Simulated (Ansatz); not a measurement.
# AlIn (built on the sites of a database entry of ScBi): a soft mode frozen in, part 2 of 3

Aim: this structure of AlIn (built on the sites of a database entry of ScBi) is to be tested for unstable modes, and one is followed downhill.

Ansatz 0.2.0; DFT PBEsol, scalar-relativistic, plane waves, PAW.

So far, highest frequency on the path or at a solved wavevector (cm⁻¹): step 2 (the dispersion) 236. Also lowest frequency on the path (cm⁻¹): step 2 -58.5.

The structure was built from a prototype and need not be the compound's stable phase.

## Step 5: Energy along the mode, all amplitudes (two of the runs are shown above)

An imaginary frequency means negative curvature, so the energy should fall and then rise again as anharmonic terms take over.

This step gave:

```yaml
depth_at_the_lowest_point_sampled: 44.25 meV/atom
largest_atomic_shift_at_that_point: 0.6 Å
```

Energy from the parent against largest atomic shift:

```csv
largest atomic shift (Å),energy from the parent (meV/atom)
0.000,0
0.040,-0.501
0.080,-1.99
0.140,-5.96
0.220,-14.0
0.320,-26.8
0.450,-42.9
0.600,-44.3
```

Displacement at unit largest shift by atom:

```csv
atom,x (Å),y (Å),z (Å),size
Al1,-0.707,0.000,0.707,1.000
Al2,0.707,0.000,-0.707,1.000
Al3,0.707,0.000,0.707,1.000
Al4,-0.707,0.000,-0.707,1.000
In5,-0.607,0.000,-0.607,0.858
In6,0.607,0.000,0.607,0.858
In7,0.607,0.000,-0.607,0.858
In8,-0.607,0.000,0.607,0.858
```

The lowest of the steps tried is the last one, at 0.6 Å, 44.3 meV/atom below the parent; the bottom of the well need not coincide with a step.

## Step 6: Relaxation from the frozen mode

Starting from the lowest point found, all atoms and the cell are let go, so that strain and other modes of the same symmetry can join in.

Contents of input.yaml:

```yaml
crystal:
  lattice:
    - [0.0, 0.0, -5.7036097157]
    - [5.7036097157, 0.0, 0.0]
    - [2.8518048579, -5.7036097157, -2.8518048579]
  atoms:
    - { symbol: Al, position: [0.4256148142, -0.0743851858, 0.0] }
    - { symbol: Al, position: [0.0743851858, 0.5743851858, 0.0] }
    - { symbol: Al, position: [0.1756148142, 0.3243851858, 0.5] }
    - { symbol: Al, position: [0.8243851858, 0.6756148142, 0.5] }
    - { symbol: In, position: [0.5638781247, 0.4361218753, 0.0] }
    - { symbol: In, position: [-0.0638781247, 0.0638781247, 0.0] }
    - { symbol: In, position: [0.3138781247, 0.8138781247, 0.5] }
    - { symbol: In, position: [0.6861218753, 0.1861218753, 0.5] }
kpoints:
  mp_grid: { grid: [8, 8, 8] }
hamiltonian:
  xc: pbesol
scf:
  occupations: { method: methfessel_paxton, width: 0.2 }
output:
  forces: true
  stress: true
  eigenvalues: true
relax:
  adjacent_minimum: "off"
  f_tol: 0.002
  max_steps: 120
  cell: { stress_tol: 0.03 }
```

The run is started by

```sh
$ ansatz run input.yaml --threads 4 --pin off --max-ram 7168MiB --backend cpu --events-out ev --progress --plain --runs-dir out
```

Numbers of over 12 decimals in the logs are rounded to 6 here.

The log of the run:

```text
[...]
Crystal: 8 atoms, lattice volume = 185.545 Å³
Basis set: ecut = 420 eV, 3611 PW (Γ), exchange–correlation on 80×80×96 points (8 copies of the dense FFT grid, shifted against one another)
Bands: 40, of which v1, the nominal top of the filled ones, is band 32 counted from 1 (31 counted from 0)
Symmetry: 8 space group operations
[...]
k-points: 59 of 512 (time reversal used)
[...]
SCF iter   1: F=—  HF=-24197.862562 eV  |F-HF|=—  |Δ(HF+E_count)|=         —  Δρ=3.27e-3  dr2=2.52e-2  ethr=1.77e-3  ⟨swp⟩=8.4  Hψ=10704  notcnv=0
[...]
SCF iter   7: F=-24197.852357 eV  HF=-24197.852357 eV  |F-HF|=7.47e-9  |Δ(HF+E_count)|=   6.92e-8  S|Δr|=    0.00e0  Δρ=1.97e-6  dr2=1.42e-8  ethr=1.56e-10  ⟨swp⟩=9.2  Hψ=10218  notcnv=0
SCF 1 converged in 7 iterations: F = -24197.852357 eV  dr2 = 1.42e-8
[...]
relax step   1: F+E_penalty+E_count = -24197.85235705 eV  Δ(F+E_penalty+E_count) = +0.000e0 eV  max|allowed force component| = 3.335e-1 eV/Å  Δτ_max = 0.0000 Å  P = -1.318 GPa  Ω = 185.545 Å³  (7 SCF iters, dr2 threshold 1.00e-7 eV, accepted)
Crystal: 8 atoms, lattice volume = 176.479 Å³
Basis set: ecut = 420 eV, 3467 PW (Γ), exchange–correlation on 80×80×96 points (8 copies of the dense FFT grid, shifted against one another)
[...]
SCF iter   6: F=-24198.006508 eV  HF=-24198.006508 eV  |F-HF|=4.56e-7  |Δ(HF+E_count)|=   1.21e-6  S|Δr|=    0.00e0  Δρ=1.48e-5  dr2=7.28e-7  ethr=1.25e-9  ⟨swp⟩=8.0  Hψ=10231  notcnv=0
SCF 2 converged in 6 iterations: F = -24198.006508 eV  dr2 = 7.28e-7
relax step   2: F+E_penalty+E_count = -24198.00650785 eV  Δ(F+E_penalty+E_count) = -1.542e-1 eV  max|allowed force component| = 3.498e-1 eV/Å  Δτ_max = 0.1391 Å  P = +0.913 GPa  Ω = 176.479 Å³  energy of the carried Pulay correction = +2.198e-3 eV  (6 SCF iters, dr2 threshold 8.00e-7 eV, accepted)
Crystal: 8 atoms, lattice volume = 176.897 Å³
Basis set: ecut = 420 eV, 3475 PW (Γ), exchange–correlation on 80×80×96 points (8 copies of the dense FFT grid, shifted against one another)
[...]
SCF iter   6: F=-24198.155075 eV  HF=-24198.155075 eV  |F-HF|=1.83e-7  |Δ(HF+E_count)|=   1.58e-7  S|Δr|=    0.00e0  Δρ=8.83e-6  dr2=3.13e-7  ethr=1.25e-9  ⟨swp⟩=7.2  Hψ=9673  notcnv=0
SCF 3 converged in 6 iterations: F = -24198.155075 eV  dr2 = 3.13e-7
[...]
relax step   3: F+E_penalty+E_count = -24198.15507518 eV  Δ(F+E_penalty+E_count) = -1.486e-1 eV  max|allowed force component| = 9.027e-2 eV/Å  Δτ_max = 0.1942 Å  P = +0.557 GPa  Ω = 176.897 Å³  energy of the carried Pulay correction = +2.094e-3 eV  (6 SCF iters, dr2 threshold 8.00e-7 eV, accepted)
[... from here on, the SCF cycles and remarks between the steps are left out ...]
relax step   4: F+E_penalty+E_count = -24198.17892025 eV  Δ(F+E_penalty+E_count) = -2.385e-2 eV  max|allowed force component| = 1.561e-1 eV/Å  Δτ_max = 0.1949 Å  P = +0.451 GPa  Ω = 177.388 Å³  energy of the carried Pulay correction = +1.973e-3 eV  (6 SCF iters, dr2 threshold 8.00e-7 eV, accepted)
relax step   5: F+E_penalty+E_count = -24198.20382510 eV  Δ(F+E_penalty+E_count) = -2.490e-2 eV  max|allowed force component| = 1.718e-1 eV/Å  Δτ_max = 0.0941 Å  P = -0.893 GPa  Ω = 180.437 Å³  energy of the carried Pulay correction = +1.225e-3 eV  (6 SCF iters, dr2 threshold 8.00e-7 eV, accepted)
relax step   6: F+E_penalty+E_count = -24198.24217620 eV  Δ(F+E_penalty+E_count) = -3.835e-2 eV  max|allowed force component| = 5.688e-2 eV/Å  Δτ_max = 0.1176 Å  P = +0.568 GPa  Ω = 174.267 Å³  energy of the carried Pulay correction = +2.751e-3 eV  (6 SCF iters, dr2 threshold 8.00e-7 eV, accepted)
relax step   7: F+E_penalty+E_count = -24198.24637237 eV  Δ(F+E_penalty+E_count) = -4.196e-3 eV  max|allowed force component| = 1.736e-2 eV/Å  Δτ_max = 0.0355 Å  P = -0.367 GPa  Ω = 176.992 Å³  energy of the carried Pulay correction = +2.071e-3 eV  (5 SCF iters, dr2 threshold 8.00e-7 eV, accepted)
relax step   8: F+E_penalty+E_count = -24198.25345265 eV  Δ(F+E_penalty+E_count) = -7.080e-3 eV  max|allowed force component| = 1.996e-2 eV/Å  Δτ_max = 0.0416 Å  P = -0.154 GPa  Ω = 175.786 Å³  energy of the carried Pulay correction = +2.371e-3 eV  (5 SCF iters, dr2 threshold 5.56e-7 eV, accepted)
relax step   9: F+E_penalty+E_count = -24198.29063190 eV  Δ(F+E_penalty+E_count) = -3.718e-2 eV  max|allowed force component| = 7.516e-2 eV/Å  Δτ_max = 0.0887 Å  P = -0.281 GPa  Ω = 175.088 Å³  energy of the carried Pulay correction = +2.545e-3 eV  (6 SCF iters, dr2 threshold 3.74e-7 eV, accepted)
relax step  10: F+E_penalty+E_count = -24198.36977519 eV  Δ(F+E_penalty+E_count) = -7.914e-2 eV  max|allowed force component| = 3.906e-1 eV/Å  Δτ_max = 0.1962 Å  P = -0.186 GPa  Ω = 173.118 Å³  energy of the carried Pulay correction = +3.041e-3 eV  (6 SCF iters, dr2 threshold 8.00e-7 eV, accepted)
relax step  11: F+E_penalty+E_count = -24198.49274436 eV  Δ(F+E_penalty+E_count) = -1.230e-1 eV  max|allowed force component| = 2.011e-1 eV/Å  Δτ_max = 0.1592 Å  P = +0.853 GPa  Ω = 169.192 Å³  energy of the carried Pulay correction = +4.046e-3 eV  (6 SCF iters, dr2 threshold 8.00e-7 eV, accepted)
relax step  12: F+E_penalty+E_count = -24198.53716619 eV  Δ(F+E_penalty+E_count) = -4.442e-2 eV  max|allowed force component| = 3.236e-2 eV/Å  Δτ_max = 0.1144 Å  P = -0.167 GPa  Ω = 171.945 Å³  energy of the carried Pulay correction = +3.339e-3 eV  (5 SCF iters, dr2 threshold 8.00e-7 eV, accepted)
relax step  13: F+E_penalty+E_count = -24198.53825722 eV  Δ(F+E_penalty+E_count) = -1.091e-3 eV  max|allowed force component| = 2.187e-2 eV/Å  Δτ_max = 0.0160 Å  P = +0.167 GPa  Ω = 171.088 Å³  energy of the carried Pulay correction = +3.558e-3 eV  (6 SCF iters, dr2 threshold 8.52e-8 eV, accepted)
relax step  14: F+E_penalty+E_count = -24198.53857700 eV  Δ(F+E_penalty+E_count) = -3.198e-4 eV  max|allowed force component| = 3.852e-3 eV/Å  Δτ_max = 0.0044 Å  P = -0.067 GPa  Ω = 171.764 Å³  energy of the carried Pulay correction = +3.385e-3 eV  (4 SCF iters, dr2 threshold 1.64e-7 eV, accepted)
relax step  15: F+E_penalty+E_count = -24198.53866642 eV  Δ(F+E_penalty+E_count) = -8.942e-5 eV  max|allowed force component| = 6.622e-3 eV/Å  Δτ_max = 0.0045 Å  P = +0.092 GPa  Ω = 171.233 Å³  energy of the carried Pulay correction = +3.521e-3 eV  (5 SCF iters, dr2 threshold 1.15e-8 eV, rejected (line search))
[...]
relax step  31: F+E_penalty+E_count = -24198.75784016 eV  Δ(F+E_penalty+E_count) = -1.060e-1 eV  max|allowed force component| = 1.071e-1 eV/Å  Δτ_max = 0.0123 Å  P = -0.057 GPa  Ω = 171.899 Å³  energy of the carried Pulay correction = +1.997e-4 eV  (5 SCF iters, dr2 threshold 8.00e-7 eV, accepted)
relax step  32: F+E_penalty+E_count = -24198.90480313 eV  Δ(F+E_penalty+E_count) = -1.470e-1 eV  max|allowed force component| = 1.224e-1 eV/Å  Δτ_max = 0.0205 Å  P = -0.059 GPa  Ω = 170.138 Å³  energy of the carried Pulay correction = +7.480e-4 eV  (5 SCF iters, dr2 threshold 8.00e-7 eV, accepted)
relax step  33: F+E_penalty+E_count = -24198.91080808 eV  Δ(F+E_penalty+E_count) = -6.005e-3 eV  max|allowed force component| = 2.566e-1 eV/Å  Δτ_max = 0.0590 Å  P = +1.399 GPa  Ω = 164.045 Å³  energy of the carried Pulay correction = +2.505e-3 eV  (6 SCF iters, dr2 threshold 8.00e-7 eV, accepted)
relax step  34: F+E_penalty+E_count = -24198.89769189 eV  Δ(F+E_penalty+E_count) = +1.312e-2 eV  max|allowed force component| = 2.597e-1 eV/Å  Δτ_max = 0.0783 Å  P = -0.124 GPa  Ω = 168.620 Å³  energy of the carried Pulay correction = +1.311e-3 eV  (6 SCF iters, dr2 threshold 8.00e-7 eV, rejected (line search))
relax step  35: F+E_penalty+E_count = -24198.95811192 eV  Δ(F+E_penalty+E_count) = -4.730e-2 eV  max|allowed force component| = 5.830e-2 eV/Å  Δτ_max = 0.0452 Å  P = -0.027 GPa  Ω = 168.018 Å³  energy of the carried Pulay correction = +1.426e-3 eV  (9 SCF iters, accepted)
relax step  36: F+E_penalty+E_count = -24198.96010577 eV  Δ(F+E_penalty+E_count) = -1.994e-3 eV  max|allowed force component| = 1.219e-2 eV/Å  Δτ_max = 0.0124 Å  P = -0.019 GPa  Ω = 167.771 Å³  energy of the carried Pulay correction = +1.487e-3 eV  (5 SCF iters, dr2 threshold 2.12e-7 eV, accepted)
relax step  37: F+E_penalty+E_count = -24198.96042606 eV  Δ(F+E_penalty+E_count) = -3.203e-4 eV  max|allowed force component| = 5.931e-3 eV/Å  Δτ_max = 0.0032 Å  P = +0.065 GPa  Ω = 167.704 Å³  energy of the carried Pulay correction = +1.497e-3 eV  (5 SCF iters, dr2 threshold 1.77e-8 eV, accepted)
relax step  38: F+E_penalty+E_count = -24198.96051986 eV  Δ(F+E_penalty+E_count) = -9.380e-5 eV  max|allowed force component| = 2.404e-3 eV/Å  Δτ_max = 0.0002 Å  P = +0.026 GPa  Ω = 167.891 Å³  energy of the carried Pulay correction = +1.442e-3 eV  (4 SCF iters, dr2 threshold 1.63e-8 eV, accepted)
relax step  39: F+E_penalty+E_count = -24198.96050955 eV  Δ(F+E_penalty+E_count) = +1.031e-5 eV  max|allowed force component| = 2.124e-3 eV/Å  Δτ_max = 0.0002 Å  P = +0.004 GPa  Ω = 168.080 Å³  energy of the carried Pulay correction = +1.383e-3 eV  (5 SCF iters, dr2 threshold 3.32e-9 eV, accepted)
relax step  40: F+E_penalty+E_count = -24198.96052230 eV  Δ(F+E_penalty+E_count) = -1.275e-5 eV  max|allowed force component| = 3.527e-4 eV/Å  Δτ_max = 0.0002 Å  P = +0.000 GPa  Ω = 168.071 Å³  energy of the carried Pulay correction = +1.387e-3 eV  (5 SCF iters, dr2 threshold 2.82e-10 eV, accepted)
relax step  41: F+E_penalty+E_count = -24198.97210465 eV  Δ(F+E_penalty+E_count) = -1.158e-2 eV  max|allowed force component| = 8.671e-4 eV/Å  Δτ_max = 0.0000 Å  P = +0.101 GPa  Ω = 168.071 Å³  stress off target by 3.36e-1 GPa  SCF on the basis re-selected at this cell (its energy is not comparable with the rows above)  (6 SCF iters)
relax step  42: F+E_penalty+E_count = -24198.97726668 eV  Δ(F+E_penalty+E_count) = -5.162e-3 eV  max|allowed force component| = 1.244e-2 eV/Å  Δτ_max = 0.0015 Å  P = +0.108 GPa  Ω = 167.782 Å³  energy of the carried Pulay correction = +5.776e-5 eV  (4 SCF iters, dr2 threshold 2.83e-7 eV, accepted)
relax step  43: F+E_penalty+E_count = -24198.97468207 eV  Δ(F+E_penalty+E_count) = +2.585e-3 eV  max|allowed force component| = 2.133e-2 eV/Å  Δτ_max = 0.0093 Å  P = -0.412 GPa  Ω = 169.654 Å³  energy of the carried Pulay correction = -4.870e-4 eV  (5 SCF iters, dr2 threshold 1.50e-7 eV, rejected (line search))
relax step  44: F+E_penalty+E_count = -24198.97785446 eV  Δ(F+E_penalty+E_count) = -5.878e-4 eV  max|allowed force component| = 1.149e-2 eV/Å  Δτ_max = 0.0024 Å  P = +0.094 GPa  Ω = 167.871 Å³  energy of the carried Pulay correction = +2.376e-5 eV  (8 SCF iters, accepted)
relax step  45: F+E_penalty+E_count = -24198.97679678 eV  Δ(F+E_penalty+E_count) = +1.058e-3 eV  max|allowed force component| = 3.001e-2 eV/Å  Δτ_max = 0.0081 Å  P = -0.146 GPa  Ω = 168.795 Å³  energy of the carried Pulay correction = -2.377e-4 eV  (5 SCF iters, dr2 threshold 3.91e-8 eV, rejected (line search))
relax step  46: F+E_penalty+E_count = -24198.97796504 eV  Δ(F+E_penalty+E_count) = -1.106e-4 eV  max|allowed force component| = 1.150e-3 eV/Å  Δτ_max = 0.0021 Å  P = -0.002 GPa  Ω = 168.203 Å³  energy of the carried Pulay correction = -6.905e-5 eV  (7 SCF iters, accepted)
[...]
SCF iter   5: F=-24198.978117 eV  HF=-24198.978117 eV  |F-HF|=3.64e-12  |Δ(HF+E_count)|=  3.64e-11  S|Δr|=    0.00e0  Δρ=6.49e-8  dr2=5.24e-12  ethr=1.00e-12  ⟨swp⟩=7.4  Hψ=11479  notcnv=0
SCF 47 converged in 5 iterations: F = -24198.978117 eV  dr2 = 5.24e-12
relax step  47: F+E_penalty+E_count = -24198.97811674 eV  Δ(F+E_penalty+E_count) = -1.517e-4 eV  max|allowed force component| = 1.150e-3 eV/Å  Δτ_max = 0.0000 Å  P = -0.003 GPa  Ω = 168.203 Å³  stress off target by 1.90e-2 GPa  SCF on the basis re-selected at this cell (its energy is not comparable with the rows above)  (5 SCF iters)
[...]
SCF converged after 5 iterations
[...]
Free energy (F): -24198.978117 eV
[...]
Internal energy: -24198.979641 eV  (E = F + TS)
E sigma→0 (E₀):  -24198.978498 eV
Entropy (-TS):   0.001524 eV (0.191 meV/atom)
Fermi energy:    9.446287 eV
[...]
--- Forces (eV/Å), atoms counted from 1 ---
  atom   1  Al    -0.00114975     0.00028508     0.00114975
  atom   2  Al     0.00114975     0.00028508    -0.00114975
  atom   3  Al     0.00114975    -0.00028508     0.00114975
  atom   4  Al    -0.00114975    -0.00028508    -0.00114975
  atom   5  In     0.00009620     0.00091669     0.00009620
  atom   6  In    -0.00009620     0.00091669    -0.00009620
  atom   7  In    -0.00009620    -0.00091669     0.00009620
  atom   8  In     0.00009620    -0.00091669    -0.00009620
  max |Σ_I F_I| component: 1.73e-18 eV/Å
--- Stress (GPa, compression-positive) ---
       -0.013647      -0.000000       0.000000
       -0.000000       0.019050       0.000000
        0.000000       0.000000      -0.013647
  P = ⅓ Tr σ = -0.0027 GPa (-0.027 kbar)
--- Band table (eV; the first three rows and the last of 59) ---
  k-point 0: bands = [... 28 lower, 7.5035, 7.8776, 8.2500, 8.2500, 9.0164, 11.1098, 11.1098, 11.4396, ... 4 higher]
  k-point 1: bands = [... 28 lower, 7.6453, 7.6453, 8.3094, 8.3094, 9.7304, 10.7891, 10.7891, 11.1940, ... 4 higher]
  k-point 2: bands = [... 28 lower, 7.9858, 7.9858, 8.4644, 8.4644, 10.1867, 10.1867, 10.7490, 10.7490, ... 4 higher]
  k-point 58: bands = [... 28 lower, 6.6796, 6.6796, 6.6796, 6.6796, 10.1454, 10.1455, 10.1455, 10.1456, ... 4 higher]
--- Relaxed structure (43 steps of the walk, 39 accepted, 4 SCFs on fresh bases) ---
  F+E_penalty+E_count = -24198.97811674 eV   max|allowed force component| = 1.150e-3 eV/Å   (the final SCF, on the basis selected at the relaxed cell)
  cell:  # Å, volume = 168.2026 Å³
    - [-1.689287835683592e-17, 1.982191463474039e-11, -4.522267]
    - [4.522267, 1.982192770509456e-11, 1.6892878356893214e-17]
    - [2.261134, -8.224703, -2.261134]
  atoms:
    - { symbol: Al, position: [0.424598, -0.075402, 0.150890] }
    - { symbol: Al, position: [-0.075488, 0.424512, 0.150890] }
    - { symbol: Al, position: [0.325488, 0.325402, 0.349110] }
    - { symbol: Al, position: [0.825402, 0.825488, 0.349110] }
    - { symbol: In, position: [0.550311, 0.550343, -0.100654] }
    - { symbol: In, position: [0.050343, 0.050311, -0.100654] }
    - { symbol: In, position: [0.199657, 0.699657, 0.600654] }
    - { symbol: In, position: [0.699689, 0.199689, 0.600654] }
```

Run time: 4 min. Hardware: 4 threads of Intel Xeon 6975P-C (Granite Rapids), shared host; peak memory 0.92 GiB; 15 min of CPU time.

Step by step (22 of 47):

```csv
step,energy less that of the first step (eV),largest force component (eV/Å),pressure (GPa),volume (Å³)
1,0.0000,0.3335,-1.32,185.55
3,-0.3027,0.0903,0.56,176.90
5,-0.3515,0.1718,-0.89,180.44
8,-0.4011,0.0200,-0.15,175.79
10,-0.5174,0.3906,-0.19,173.12
12,-0.6848,0.0324,-0.17,171.94
14,-0.6862,0.0039,-0.07,171.76
16,-0.6863,0.0003,0.00,171.55
19,-0.6899,0.0055,-0.03,171.73
21,-0.6968,0.0137,0.02,171.75
23,-0.7635,0.0334,0.56,170.57
25,-0.7664,0.0009,0.00,172.16
27,-0.7702,0.0007,0.00,172.24
29,-0.7743,0.0068,0.03,172.14
32,-1.0524,0.1224,-0.06,170.14
34,-1.0453,0.2597,-0.12,168.62
36,-1.1077,0.0122,-0.02,167.77
38,-1.1082,0.0024,0.03,167.89
40,-1.1082,0.0004,0.00,168.07
43,-1.1223,0.0213,-0.41,169.65
45,-1.1244,0.0300,-0.15,168.80
47*,-1.1258,0.0011,0.00,168.20
```

Relaxation steps marked * repeat the geometry before them on a plane-wave basis chosen anew for their cell, so energy and pressure can jump there. Other such steps can lie between the rows shown. Relaxation steps 15, 34, 43, 45 were tried and not accepted.

The run keeps the 8 symmetry operations that it works with, so distortions that break them were not tested.

```csv
cell as run,before,after,change
a (Å),5.704,4.522,-20.7 %
b (Å),5.704,4.522,-20.7 %
c (Å),6.985,8.824,+26.3 %
α (°),65.91,75.15,+14.0 %
β (°),65.91,75.15,+14.0 %
volume (Å³/atom),23.19,21.03,-9.3 %
```

The atoms that moved most (Å, as changes of fractional coordinates times the final cell):

```csv
atom,dx,dy,dz,length
Al2,-0.337,-1.241,0.337,1.329
Al3,-0.337,1.241,-0.337,1.329
Al1,0.337,-1.241,-0.337,1.329
Al4,0.337,1.241,0.337,1.329
In7,-0.289,-0.828,0.289,0.923
In6,-0.289,0.828,-0.289,0.923
In5,0.289,0.828,0.289,0.923
In8,0.289,-0.828,-0.289,0.923
```

The relaxed structure:

```xyz
8
Lattice="0.0000 0.0000 -4.5223 4.5223 0.0000 0.0000 2.2611 -8.2247 -2.2611" Properties=species:S:1:pos:R:3 pbc="T T T"
Al    0.0002   -1.2410   -2.2613
Al    2.2609   -1.2410    0.0002
Al    2.2609   -2.8713   -2.2613
Al    4.5225   -2.8713   -4.5221
In    2.2612    0.8278   -2.2611
In   -0.0001    0.8278   -0.0001
In    4.5222   -4.9402   -2.2611
In    2.2612   -4.9402   -4.5223
```

This step gave:

```
pressure        : -0.002748 GPa
volume per atom : 21.03 Å³
```

The distorted start has space group I-42m; the relaxation ends in P4/nmm.

(Continued in part 3 of 3.)

[Logs are printed without paths, hosts, clocks, repeated set-up lines and the standing remarks that a program may print on its own settings, such as how far it seeks lower states.]

[Hosts, paths, dates, database ids (printed as entryN), source tags and the programs' standing remarks are cut or masked in the printed files.]
